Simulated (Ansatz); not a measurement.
# NbInO4 (P2/c): converging the G0W0 gap, part 2 of 2

Aim: see how the G0W0 gap of NbInO4 (P2/c) on r2SCAN moves with empty bands and screening cutoff, and what each rung costs.

Ansatz 0.2.0; G0W0 on r2SCAN, plane waves, PAW. Known limits of the many-body steps: not at the basis limit; no spin-orbit coupling; coarse k mesh.

So far. Step 4 (659 empty bands, screening to 160 eV): Against the run with 4×2×4 mesh, 306 empty bands, screening to 96 eV, the gap moves by +0.04 eV. Step 5 (Changing the k mesh: 2×2×2 mesh, 306 empty bands …): Against the run with 4×2×4 mesh, 306 empty bands, screening to 96 eV, the gap moves by +0.12 eV, while the start moved by +0.06 eV. A band edge is found at another k point on this mesh.

## (6) Changing the frequency model: 4×2×4 mesh, 306 empty bands, screening to 96 eV, plasmon pole

A plasmon pole stands in for the full frequency dependence of the screening; this run shows what that costs in accuracy.

Contents of input.yaml:

```yaml
crystal:
  lattice:
    - [4.8355, 0.0, 0.0]
    - [0.0, 5.7709, 0.0]
    - [-0.1014445258, 0.0, 5.1429996119]
  atoms:
    - { symbol: Nb, position: [0.0, 0.1779, 0.25] }
    - { symbol: Nb, position: [0.0, 0.8221, 0.75] }
    - { symbol: In, position: [0.5, 0.6825, 0.25] }
    - { symbol: In, position: [0.5, 0.3175, 0.75] }
    - { symbol: O, position: [0.26, 0.618, 0.901] }
    - { symbol: O, position: [0.74, 0.618, 0.599] }
    - { symbol: O, position: [0.74, 0.382, 0.099] }
    - { symbol: O, position: [0.26, 0.382, 0.401] }
    - { symbol: O, position: [0.217, 0.898, 0.438] }
    - { symbol: O, position: [0.783, 0.898, 0.062] }
    - { symbol: O, position: [0.783, 0.102, 0.562] }
    - { symbol: O, position: [0.217, 0.102, 0.938] }
kpoints:
  mp_grid: { grid: [4, 2, 4] }
hamiltonian:
  xc: r2scan
scf:
  occupations: { method: fixed }
gw:
  n_empty_bands: 306
  ecut_chi: 96
  qp_bands: [v4, c4]
  qp_kpoints: band_edges
  screening: { model: godby_needs }
```

Run with:

```sh
> ansatz run input.yaml --threads 24 --pin off --max-ram 82944MiB --backend cuda --events-out ev --progress --plain --runs-dir out --devices 1 --max-vram 78GiB
```

Numbers of over 12 decimals in the logs are rounded to 6 here.

What it wrote:

```text
GPUs: using 1 of 1 available (devices: 1).
[...]
Crystal: 12 atoms, lattice volume = 143.516 Å³
Basis set: ecut = 500 eV, 3649 PW (Γ), exchange–correlation on 144×180×160 points (64 copies of the dense FFT grid, shifted against one another)
Bands: 62, of which v1, the nominal top of the filled ones, is band 50 counted from 1 (49 counted from 0)
Symmetry: 4 space group operations
[...]
k-points: 20 of 32
[...]
13    52     12.7787   -12.9748    -4.6949   -18.7208  0.8299    13.8347    13.8298  root
    13    53     13.3852   -14.2877    -4.8355   -20.4176  0.8160    14.6837    14.6796  root
[...]
19    51     13.1251   -13.3582    -4.9684   -19.4919  0.8238    14.2958    14.2905  root
    19    52     13.1251   -13.3582    -4.9684   -19.4919  0.8238    14.2958    14.2905  root
    19    53     13.1590   -14.0158    -4.7769   -20.0007  0.8214    14.3722    14.3670  root
    19    54     13.1590   -14.0158    -4.7769   -20.0007  0.8214    14.3722    14.3670  root
[key lines of the parts left out:]
SCF converged after 8 iterations
```

Run time: 12 s. Hardware: 1 × NVIDIA GB200 (shared by 2 runs) with 24 threads of Arm Neoverse V2, shared host; peak memory 2.6 GiB; 1.7 min of CPU time.

Numbers from this step:

| Property | Result |
| --- | --- |
| bands summed | 356 |
| plasmon-pole fit frequency | 31.00 eV |
| RPA ε∞ on this mesh (eigenvalues) | 4.447, 4.540, 4.792 |
| plane waves in the screening matrix | 295 |
| G0W0 gap on the mesh | 4.910 eV |
| k of the valence top | 0.25, 0, -0.25 |
| k of the conduction bottom | 0.25, 0, -0.5 |
| starting gap on the mesh | 3.846 eV |
| least direct G0W0 gap on the computed points | 5.020 eV |

Against the run with 4×2×4 mesh, 306 empty bands, screening to 96 eV, the gap moves by +0.005 eV.

## (7) Changing the files: 4×2×4 mesh, 306 empty bands, screening to 96 eV, hard PAW files

Other atomic data (hard PAW) test the pseudisation: the cutoff goes from 500 to 1050 eV and the valence electrons from 100 to 116, which opens shells that were frozen.

input.yaml, as its differences from that of step 6:

```diff
@@ -22,2 +22,3 @@
   xc: r2scan
+  pseudopotentials: { kind: paw, source: ansatz }
 scf:
@@ -29,2 +30,2 @@
   qp_kpoints: band_edges
-  screening: { model: godby_needs }
+  screening: { model: contour_deformation }
```

What it wrote:

```text
GPUs: using 1 of 1 available (devices: 1).
[...]
Crystal: 12 atoms, lattice volume = 143.516 Å³
Basis set: ecut = 1050 eV, 11101 PW (Γ), exchange–correlation on 240×288×256 points (64 copies of the dense FFT grid, shifted against one another)
Bands: 70, of which v1, the nominal top of the filled ones, is band 58 counted from 1 (57 counted from 0)
Symmetry: 4 space group operations
[...]
k-points: 20 of 32
[...]
13    60     13.5151   -12.9748    -4.7545   -18.7209  0.7984    14.5180    14.5067  root
    13    61     14.1205   -14.2796    -4.9457   -20.4052  0.7772    15.3205    15.3003  root
[...]
19    59     13.8614   -13.3542    -5.0521   -19.4880  0.7869    14.9590    14.9432  root
    19    60     13.8614   -13.3542    -5.0521   -19.4880  0.7869    14.9590    14.9432  root
    19    61     13.8951   -14.0096    -4.8652   -19.9898  0.7839    15.0270    15.0100  root
    19    62     13.8951   -14.0096    -4.8652   -19.9898  0.7839    15.0270    15.0100  root
[key lines of the parts left out:]
SCF converged after 10 iterations
```

Wall time 24 s (1 × NVIDIA GB200 (shared by 2 runs) with 24 threads); peak memory 5.6 GiB.

Numbers from this step:

```yaml
bands_summed: 364
rpa_eps_infinity_on_this_mesh_eigenvalues: 4.446, 4.538, 4.790
plane_waves_in_the_screening_matrix: 295
g0w0_gap_on_the_mesh: 4.903 eV
k_of_the_valence_top: 0.25, 0, -0.25
k_of_the_conduction_bottom: 0.25, 0, -0.5
starting_gap_on_the_mesh: 3.846 eV
least_direct_g0w0_gap_on_the_computed_points: 5.006 eV
```

Against the run with 4×2×4 mesh, 306 empty bands, screening to 96 eV, the gap moves by −0.002 eV.

## (8) Convergence and cost

Times are wall times on 1 × NVIDIA GB200 (shared by 2 runs) with 24 threads of Arm Neoverse V2, shared host, good to a factor of about two.

```
 mesh        files            frequency  bands summed  cutoff (eV)  start (eV)  G0W0 (eV)   time  host memory (GiB)
4×2×4  default PAW  contour deformation           158           48       3.846      5.152  6.5 s                1.8
4×2×4  default PAW  contour deformation           356           96       3.846      4.905   10 s                2.7
4×2×4  default PAW  contour deformation           709          160       3.846      4.942   22 s                4.3
2×2×2  default PAW  contour deformation           356           96       3.908      5.029  3.2 s                1.8
4×2×4  default PAW         plasmon pole           356           96       3.846      4.910   12 s                2.6
4×2×4     hard PAW  contour deformation           364           96       3.846      4.903   24 s                5.6
```

The parts of the quasiparticle energy at the two band edges (eV; QP = start + Σx + Σc − Vxc):

```csv
run,edge,start,Σx,Σc,Vxc,Z,QP
158 bands,valence top,8.62,-26.33,4.84,-21.61,0.76,8.74
158 bands,conduction bottom,12.46,-13.07,-4.22,-18.72,0.81,13.89
356 bands,valence top,8.62,-26.33,4.65,-21.61,0.76,8.55
356 bands,conduction bottom,12.46,-13.07,-4.66,-18.72,0.80,13.45
709 bands,valence top,8.62,-26.33,4.40,-21.61,0.75,8.29
709 bands,conduction bottom,12.46,-13.07,-4.88,-18.72,0.80,13.23
```

## (9) What came out

```json
{"158 bands, 48 eV": "5.152 eV", "356 bands, 96 eV": "4.905 eV", "709 bands, 160 eV": "4.942 eV", "mesh and start": "4×2×4, r2SCAN"}
```

From 158 to 709 bands the gap moves by −0.21 eV while the time grows 3.5-fold. Σc changes by −0.45 eV at the valence top and −0.66 eV at the conduction bottom, so the levels themselves move more than the gap between them. The gap turns back along the series, so no limit is drawn from it. On the 2×2×2 mesh in place of 4×2×4 the gap differs by +0.12 eV, of which +0.06 eV is already in the start. The plasmon-pole model gives +0.01 eV against contour deformation, 1 % of the correction, and saved no time in this program. Hard PAW files move the gap by −0.002 eV at equal bands and cutoff, +0.0002 eV of it in the start. The 4×2×4 mesh misses a band edge: over a band path and its finer mesh (run apart) the r2SCAN gap is 3.80 eV, so the G0W0 gap over the zone may lie about 0.05 eV below its value on the mesh. The 4×2×4 mesh is coarse for this cell (its supercell is 12 Å along the shortest edge). The RPA ε∞ on it, from the r2SCAN start, is 4.41, 4.51 and 4.75; such meshes misread the long-range screening, most where the gap is narrow. The many-body steps are scalar-relativistic: spin-orbit coupling is not in them.

[Paths, hosts, dates, memory and timing lines, banners, echoed tables and standing remarks are left out of the program output.]

[Logs are printed without paths, hosts, clocks, repeated set-up lines and the standing remarks that a program may print on its own settings, such as how far it seeks lower states.]

[Runs of the session that timed out or met a known fault of the program may be left out.]

[Cells called generated may have been cut or substituted from an entry of the Crystallography Open Database or the Materials Project.]

[Hosts, paths, dates, database ids (printed as entryN), source tags and the programs' standing remarks are cut or masked in the printed files.]
